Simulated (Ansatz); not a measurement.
# The perfect C wire along [111], 14 atoms a period, H-terminated, part 3 of 4

Aim: is the C wire along [111], 14 atoms a period, H-terminated a metal or a semiconductor?

Ansatz 0.2.0; DFT PBE, plane waves, PAW; relaxation of a wire's period (the session's first sound run).

So far, band gap (eV): step 3 (the wire at its relaxed period, PBE) 4.77; step 4 (another level of theory, level LDA, cutoff 420 eV, LDA PBE) 4.90; step 5 (another level of theory, level PBEsol, cutoff 420 eV, PBEsol PBE) 4.82; step 6 (another level of theory, level r2SCAN, cutoff 500 eV, r2SCAN PBE) 5.44.

## 8. At a strained period, period over the relaxed period 0.94, k-mesh 1×1×11

This step: DFT PBE, plane waves, PAW; relaxation at a fixed period (Ansatz 0.2.0).

The period is set to 0.94 times the relaxed one and the atoms relax within it: strain changes bond lengths and angles, which shifts the bands against each other. Against the first PBE run of this kind, the mesh along the wire has 11 points against 13.

The cell differs from the one that the last finished run ended in (c 6.362 → 5.980 Å).

File input.yaml:

```yaml
crystal:
  lattice:
    - [11.153, 0.0, 0.0]
    - [0.0, 11.827, 0.0]
    - [0.0, 0.0, 5.9799325853]
  atoms:
    - { symbol: C, position: [0.500014505, 0.500000692, 0.000128335] }
    - { symbol: C, position: [0.500014505, 0.499999308, 0.249871665] }
    - { symbol: H, position: [0.305782656, 0.480557017, 0.284630526] }
    - { symbol: H, position: [0.385031647, 0.35110351, 0.284617084] }
    - { symbol: H, position: [0.420760012, 0.668348737, 0.284626885] }
    - { symbol: H, position: [0.579268998, 0.668348737, 0.284626885] }
    - { symbol: H, position: [0.614997363, 0.35110351, 0.284617084] }
    - { symbol: H, position: [0.694246354, 0.480557017, 0.284630526] }
    - { symbol: C, position: [0.388262057, 0.439159318, 0.340384134] }
    - { symbol: C, position: [0.500014505, 0.621685195, 0.34038789] }
    - { symbol: C, position: [0.611766953, 0.439159318, 0.340384134] }
    - { symbol: C, position: [0.388340875, 0.439198253, 0.581730928] }
    - { symbol: C, position: [0.500014505, 0.621600732, 0.581737854] }
    - { symbol: C, position: [0.611688135, 0.439198253, 0.581730928] }
    - { symbol: H, position: [0.307217495, 0.604959499, 0.612003673] }
    - { symbol: H, position: [0.500014505, 0.290065903, 0.611995902] }
    - { symbol: H, position: [0.692811515, 0.604959499, 0.612003673] }
    - { symbol: H, position: [0.307217495, 0.395040501, 0.637996327] }
    - { symbol: H, position: [0.500014505, 0.709934097, 0.638004098] }
    - { symbol: H, position: [0.692811515, 0.395040501, 0.637996327] }
    - { symbol: C, position: [0.388340875, 0.560801747, 0.668269072] }
    - { symbol: C, position: [0.500014505, 0.378399268, 0.668262146] }
    - { symbol: C, position: [0.611688135, 0.560801747, 0.668269072] }
    - { symbol: C, position: [0.388262057, 0.560840682, 0.909615866] }
    - { symbol: C, position: [0.500014505, 0.378314805, 0.90961211] }
    - { symbol: C, position: [0.611766953, 0.560840682, 0.909615866] }
    - { symbol: H, position: [0.305782656, 0.519442983, 0.965369474] }
    - { symbol: H, position: [0.385031647, 0.64889649, 0.965382916] }
    - { symbol: H, position: [0.420760012, 0.331651263, 0.965373115] }
    - { symbol: H, position: [0.579268998, 0.331651263, 0.965373115] }
    - { symbol: H, position: [0.614997363, 0.64889649, 0.965382916] }
    - { symbol: H, position: [0.694246354, 0.519442983, 0.965369474] }
kpoints:
  mp_grid: { grid: [1, 1, 11] }
  band_path: { path: ["Γ", Z], npoints: 50 }
scf:
  occupations: { method: fermi_dirac, width: 0.05 }
hamiltonian:
  xc: pbe
relax:
  max_steps: 40
  f_tol: 0.02
output:
  stress: true
```

Launch:

```sh
$ ansatz run input.yaml --threads 8 --pin off --max-ram 16384MiB --backend cpu --events-out ev --progress --plain --runs-dir out
```

Numbers of over 12 decimals in the logs are rounded to 6 here.

The log of the run:

```text
Warning: output.stress: scf.convergence.dr2_threshold = 1e-7 eV (the SCF's general default) is looser than the 3.2e-9 eV advised for a printed stress (1e-10 eV for each atom of the cell: 32). What an SCF threshold leaves in a stress goes as its square root, and in the free energy as the threshold itself, and one threshold admits the most on a small cell: [figures from the program's tests cut] Every solve of this run  [...]
[...]
Crystal: 32 atoms, lattice volume = 788.792 Å³
Basis set: ecut = 420 eV, 15369 PW (Γ), exchange–correlation on 150×160×80 points (8 copies of the dense FFT grid, shifted against one another)
Bands: 69, of which v1, the nominal top of the filled ones, is band 37 counted from 1 (36 counted from 0)
Symmetry: 4 space group operations
[...]
k-points: 6 of 11
[...]
SCF iter   1: F=—  HF=-3801.207564 eV  |F-HF|=—  |Δ(HF+E_count)|=         —  Δρ=3.00e-3  dr2=1.65e-1  ethr=1.77e-3  ⟨swp⟩=7.5  Hψ=2265  notcnv=0  defer=78
[...]
SCF iter   6: F=-3801.171770 eV  HF=-3801.171772 eV  |F-HF|=1.73e-6  |Δ(HF+E_count)|=   7.81e-6  Δρ=1.79e-5  dr2=2.51e-6  ethr=1.35e-8  ⟨swp⟩=5.0  Hψ=1136  notcnv=0
SCF 1 converged in 6 iterations: F = -3801.171770 eV  dr2 = 2.51e-6
[...]
relax step   1: F+E_penalty+E_count = -3801.17176981 eV  Δ(F+E_penalty+E_count) = +0.000e0 eV  max|allowed force component| = 1.679e0 eV/Å  Δτ_max = 0.0000 Å  (6 SCF iters, dr2 threshold 1.00e-5 eV, accepted)
[...]
SCF iter   5: F=-3801.572076 eV  HF=-3801.572080 eV  |F-HF|=4.01e-6  |Δ(HF+E_count)|=   5.68e-5  Δρ=3.09e-5  dr2=8.39e-6  ethr=1.35e-7  ⟨swp⟩=3.0  Hψ=1378  notcnv=0
SCF 2 converged in 5 iterations: F = -3801.572076 eV  dr2 = 8.39e-6
[...]
relax step   2: F+E_penalty+E_count = -3801.57207567 eV  Δ(F+E_penalty+E_count) = -4.003e-1 eV  max|allowed force component| = 6.877e-1 eV/Å  Δτ_max = 0.0680 Å  (5 SCF iters, dr2 threshold 1.00e-4 eV, accepted)
SCF iter   1: F=—  HF=-3801.625450 eV  |F-HF|=—  |Δ(HF+E_count)|=         —  Δρ=2.72e-3  dr2=3.38e-2  ethr=5.34e-4  ⟨swp⟩=3.0  Hψ=830  notcnv=0  defer=146
[...]
SCF iter   4: F=-3801.618181 eV  HF=-3801.618180 eV  |F-HF|=7.41e-7  |Δ(HF+E_count)|=   1.11e-5  Δρ=5.32e-5  dr2=1.17e-5  ethr=3.99e-8  ⟨swp⟩=4.0  Hψ=1354  notcnv=0
SCF 3 converged in 4 iterations: F = -3801.618181 eV  dr2 = 1.17e-5
[...]
relax step   3: F+E_penalty+E_count = -3801.61818116 eV  Δ(F+E_penalty+E_count) = -4.611e-2 eV  max|allowed force component| = 1.481e-1 eV/Å  Δτ_max = 0.0356 Å  (4 SCF iters, dr2 threshold 2.96e-5 eV, accepted)
[...]
relax step   4: F+E_penalty+E_count = -3801.62001575 eV  Δ(F+E_penalty+E_count) = -1.835e-3 eV  max|allowed force component| = 3.337e-2 eV/Å  Δτ_max = 0.0027 Å  (4 SCF iters, dr2 threshold 1.37e-6 eV, accepted)
SCF iter   1: F=—  HF=-3801.620402 eV  |F-HF|=—  |Δ(HF+E_count)|=         —  Δρ=1.39e-4  dr2=1.01e-4  ethr=1.60e-6  ⟨swp⟩=2.0  Hψ=747  notcnv=0  defer=146
[...]
SCF iter   4: F=-3801.620211 eV  HF=-3801.620211 eV  |F-HF|=2.51e-9  |Δ(HF+E_count)|=   4.18e-7  Δρ=2.21e-6  dr2=2.63e-8  ethr=1.35e-10  ⟨swp⟩=3.0  Hψ=1402  notcnv=0
SCF 5 converged in 4 iterations: F = -3801.620211 eV  dr2 = 2.63e-8
relax step   5: F+E_penalty+E_count = -3801.62021088 eV  Δ(F+E_penalty+E_count) = -1.951e-4 eV  max|allowed force component| = 9.896e-3 eV/Å  Δτ_max = 0.0013 Å  (4 SCF iters, accepted)
[...]
the band table was solved once a step of the walk had ended and its energy, with any forces and stress, was formed, with the checks that follow a solve (3448 applications of the Hamiltonian). They found nothing against the state; the energy, forces and stress were not computed again (output.eigenvalues in the input reference)
[...]
SCF converged after 4 iterations
Free energy (F): -3801.620211 eV
[...]
Internal energy: -3801.620211 eV  (E = F + TS)
E sigma→0 (E₀):  -3801.620211 eV
Fermi energy:    -1.434854 eV
[...]
--- Forces (eV/Å), atoms counted from 1 ---
  atom   1  C      0.00000000     0.00000277    -0.00989616
  atom   2  C      0.00000000    -0.00000277     0.00989616
  atom   3  H     -0.00040901    -0.00035230     0.00011733
  atom   4  H     -0.00051215    -0.00017591     0.00011676
  atom   5  H      0.00009939     0.00053452     0.00011747
  atom   6  H     -0.00009939     0.00053452     0.00011747
  atom   7  H      0.00051215    -0.00017591     0.00011676
  atom   8  H      0.00040901    -0.00035230     0.00011733
  atom   9  C     -0.00009400    -0.00005224     0.00068545
  atom  10  C      0.00000000     0.00010427     0.00068833
  atom  11  C      0.00009400    -0.00005224     0.00068545
  atom  12  C     -0.00001369    -0.00000702    -0.00437658
  atom  13  C      0.00000000     0.00000710    -0.00438802
  atom  14  C      0.00001369    -0.00000702    -0.00437658
  atom  15  H     -0.00056762     0.00032427    -0.00078170
  atom  16  H      0.00000000    -0.00065589    -0.00078512
  atom  17  H      0.00056762     0.00032427    -0.00078170
  atom  18  H     -0.00056762    -0.00032427     0.00078170
  atom  19  H      0.00000000     0.00065589     0.00078512
  atom  20  H      0.00056762    -0.00032427     0.00078170
  atom  21  C     -0.00001369     0.00000702     0.00437658
  atom  22  C      0.00000000    -0.00000710     0.00438802
  atom  23  C      0.00001369     0.00000702     0.00437658
  atom  24  C     -0.00009400     0.00005224    -0.00068545
  atom  25  C      0.00000000    -0.00010427    -0.00068833
  atom  26  C      0.00009400     0.00005224    -0.00068545
  atom  27  H     -0.00040901     0.00035230    -0.00011733
  atom  28  H     -0.00051215     0.00017591    -0.00011676
  atom  29  H      0.00009939    -0.00053452    -0.00011747
  atom  30  H     -0.00009939    -0.00053452    -0.00011747
  atom  31  H      0.00051215     0.00017591    -0.00011676
  atom  32  H      0.00040901     0.00035230    -0.00011733
  max |Σ_I F_I| component: 1.26e-18 eV/Å
--- Stress (GPa, compression-positive) ---
        0.004856       0.000000       0.000000
        0.000000       0.003567      -0.000008
        0.000000      -0.000007       5.537535
  P = ⅓ Tr σ = 1.8487 GPa (18.487 kbar)
--- Band table (eV; the first three rows and the last of 6) ---
  k-point 0: bands = [... 33 lower, -4.8865, -4.0045, -4.0045, -3.7855, 0.9149, 1.7276, 1.8127, 1.9598, ... 28 higher]
  k-point 1: bands = [... 33 lower, -4.8938, -4.0001, -4.0001, -3.8154, 0.9416, 1.7538, 1.8516, 1.9922, ... 28 higher]
  k-point 2: bands = [... 33 lower, -4.8741, -4.0039, -4.0039, -3.9036, 1.0228, 1.8377, 1.9629, 2.0899, ... 28 higher]
  k-point 5: bands = [... 33 lower, -4.4310, -4.4270, -4.2090, -4.2090, 1.6159, 1.9721, 2.4775, 2.6592, ... 28 higher]
--- Relaxed structure (5 steps of the walk, 5 accepted, 0 SCFs on fresh bases) ---
  F+E_penalty+E_count = -3801.62021088 eV   max|allowed force component| = 9.896e-3 eV/Å
  atoms:
    - { symbol: C, position: [0.500014505, 0.500000, -0.000575219] }
    - { symbol: C, position: [0.500014505, 0.500000, 0.250575] }
    - { symbol: H, position: [0.305363, 0.480331, 0.273724] }
    - { symbol: H, position: [0.384608, 0.350879, 0.273703] }
    - { symbol: H, position: [0.420762, 0.668808, 0.273719] }
    - { symbol: H, position: [0.579267, 0.668808, 0.273719] }
    - { symbol: H, position: [0.615421, 0.350879, 0.273703] }
    - { symbol: H, position: [0.694666, 0.480331, 0.273724] }
    - { symbol: C, position: [0.386774, 0.438351, 0.334600] }
    - { symbol: C, position: [0.500014505, 0.623306, 0.334604] }
    - { symbol: C, position: [0.613255, 0.438351, 0.334600] }
    - { symbol: C, position: [0.387227, 0.438592, 0.584140] }
    - { symbol: C, position: [0.500014505, 0.622814, 0.584149] }
    - { symbol: C, position: [0.612802, 0.438592, 0.584140] }
    - { symbol: H, position: [0.307308, 0.604911, 0.598687] }
    - { symbol: H, position: [0.500014505, 0.290164, 0.598675] }
    - { symbol: H, position: [0.692721, 0.604911, 0.598687] }
    - { symbol: H, position: [0.307308, 0.395089, 0.651313] }
    - { symbol: H, position: [0.500014505, 0.709836, 0.651325] }
    - { symbol: H, position: [0.692721, 0.395089, 0.651313] }
    - { symbol: C, position: [0.387227, 0.561408, 0.665860] }
    - { symbol: C, position: [0.500014505, 0.377186, 0.665851] }
    - { symbol: C, position: [0.612802, 0.561408, 0.665860] }
    - { symbol: C, position: [0.386774, 0.561649, 0.915400] }
    - { symbol: C, position: [0.500014505, 0.376694, 0.915396] }
    - { symbol: C, position: [0.613255, 0.561649, 0.915400] }
    - { symbol: H, position: [0.305363, 0.519669, 0.976276] }
    - { symbol: H, position: [0.384608, 0.649121, 0.976297] }
    - { symbol: H, position: [0.420762, 0.331192, 0.976281] }
    - { symbol: H, position: [0.579267, 0.331192, 0.976281] }
    - { symbol: H, position: [0.615421, 0.649121, 0.976297] }
    - { symbol: H, position: [0.694666, 0.519669, 0.976276] }
```

Elapsed: 24 s, on 8 threads of Intel Xeon Platinum 8488C (Sapphire Rapids), shared host; peak memory 3 GiB; 3 min of CPU time.

Relaxation path:

| step | energy less that of the first step (eV) | largest force component (eV/Å) |
| --- | --- | --- |
| 1 | 0.0000 | 1.6787 |
| 2 | -0.4003 | 0.6877 |
| 3 | -0.4464 | 0.1481 |
| 4 | -0.4482 | 0.0334 |
| 5 | -0.4484 | 0.0099 |

The run keeps the 4 symmetry operations that it works with, so distortions that break them were not tested.

The atoms that moved most (Å):

| atom | dx | dy | dz | length |
| --- | --- | --- | --- | --- |
| H19 | 0.000 | -0.001 | 0.080 | 0.080 |
| H16 | 0.000 | 0.001 | -0.080 | 0.080 |
| H17 | -0.001 | -0.001 | -0.080 | 0.080 |
| H15 | 0.001 | -0.001 | -0.080 | 0.080 |
| H18 | 0.001 | 0.001 | 0.080 | 0.080 |
| H20 | -0.001 | 0.001 | 0.080 | 0.080 |
| H4 | -0.005 | -0.003 | -0.065 | 0.065 |
| H7 | 0.005 | -0.003 | -0.065 | 0.065 |

Final coordinates:

```xyz
32
Lattice="11.1530 0.0000 0.0000 0.0000 11.8270 0.0000 0.0000 0.0000 5.9799" Properties=species:S:1:pos:R:3
C     5.5767    5.9135   -0.0034
C     5.5767    5.9135    1.4984
H     3.4057    5.6809    1.6369
H     4.2895    4.1498    1.6367
H     4.6928    7.9100    1.6368
H     6.4606    7.9100    1.6368
H     6.8638    4.1498    1.6367
H     7.7476    5.6809    1.6369
C     4.3137    5.1844    2.0009
C     5.5767    7.3718    2.0009
C     6.8396    5.1844    2.0009
C     4.3187    5.1872    3.4931
C     5.5767    7.3660    3.4932
C     6.8346    5.1872    3.4931
H     3.4274    7.1543    3.5801
H     5.5767    3.4318    3.5800
H     7.7259    7.1543    3.5801
H     3.4274    4.6727    3.8948
H     5.5767    8.3952    3.8949
H     7.7259    4.6727    3.8948
C     4.3187    6.6398    3.9818
C     5.5767    4.4610    3.9817
C     6.8346    6.6398    3.9818
C     4.3137    6.6426    5.4740
C     5.5767    4.4552    5.4740
C     6.8396    6.6426    5.4740
H     3.4057    6.1461    5.8381
H     4.2895    7.6772    5.8382
H     4.6928    3.9170    5.8381
H     6.4606    3.9170    5.8381
H     6.8638    7.6772    5.8382
H     7.7476    6.1461    5.8381
```

Numbers from this step:

```yaml
band_gap: 4.700 eV
```

The electronic bands at the labelled points (eV, zero at the Fermi level):

| point | band 34 | band 35 | band 36 | band 37 | band 38 | band 39 | band 40 | band 41 |
| --- | --- | --- | --- | --- | --- | --- | --- | --- |
| Γ | -3.45 | -2.57 | -2.57 | -2.35 | 2.35 | 3.16 | 3.25 | 3.39 |
| halfway | -3.35 | -2.59 | -2.59 | -2.57 | 2.56 | 3.38 | 3.52 | 3.64 |
| Z | -2.97 | -2.97 | -2.80 | -2.80 | 3.15 | 3.29 | 4.03 | 4.12 |

The gap is 4.70 eV, against 4.77 eV under PBE at the relaxed period.

## 9. Strain along the wire, period over the relaxed period 1.1, k-mesh 1×1×9

The period is set to 1.1 times the relaxed one and the atoms relax within it: strain changes bond lengths and angles, which shifts the bands against each other. Against the first PBE run of this kind, the mesh along the wire has 9 points against 13.

The cell differs from the one that the last finished run ended in (c 5.980 → 6.998 Å).

input.yaml: that of step 8 with these lines changed.

```diff
@@ -4,3 +4,3 @@
     - [0.0, 11.827, 0.0]
-    - [0.0, 0.0, 5.9799325853]
+    - [0.0, 0.0, 6.9977934509]
   atoms:
@@ -39,3 +39,3 @@
 kpoints:
-  mp_grid: { grid: [1, 1, 11] }
+  mp_grid: { grid: [1, 1, 9] }
   band_path: { path: ["Γ", Z], npoints: 50 }
```

The log of the run:

```text
[...]
Crystal: 32 atoms, lattice volume = 923.055 Å³
Basis set: ecut = 420 eV, 18033 PW (Γ), exchange–correlation on 150×160×96 points (8 copies of the dense FFT grid, shifted against one another)
Bands: 69, of which v1, the nominal top of the filled ones, is band 37 counted from 1 (36 counted from 0)
Symmetry: 4 space group operations
[...]
- { symbol: C, position: [0.389439, 0.560201, 0.894998] }
    - { symbol: C, position: [0.500014505, 0.379597, 0.894994] }
    - { symbol: C, position: [0.610590, 0.560201, 0.894998] }
[...]
- { symbol: H, position: [0.420681, 0.331733, 0.942839] }
    - { symbol: H, position: [0.579348, 0.331733, 0.942839] }
    - { symbol: H, position: [0.614882, 0.648922, 0.942846] }
    - { symbol: H, position: [0.694212, 0.519341, 0.942838] }
[key lines of the parts left out:]
SCF converged after 3 iterations
Free energy (F): -3800.959531 eV
Fermi energy:    -1.493785 eV
P = ⅓ Tr σ = -1.4737 GPa (-14.737 kbar)
```

It took 32 s on 8 threads; peak memory 3.4 GiB; 3.9 min of CPU time.

(Part 3 of 4 ends here.)

[Logs are printed without paths, hosts, clocks, repeated set-up lines and the standing remarks that a program may print on its own settings, such as how far it seeks lower states.]

[Hosts, paths, dates, database ids (printed as entryN), source tags and the programs' standing remarks are cut or masked in the printed files.]
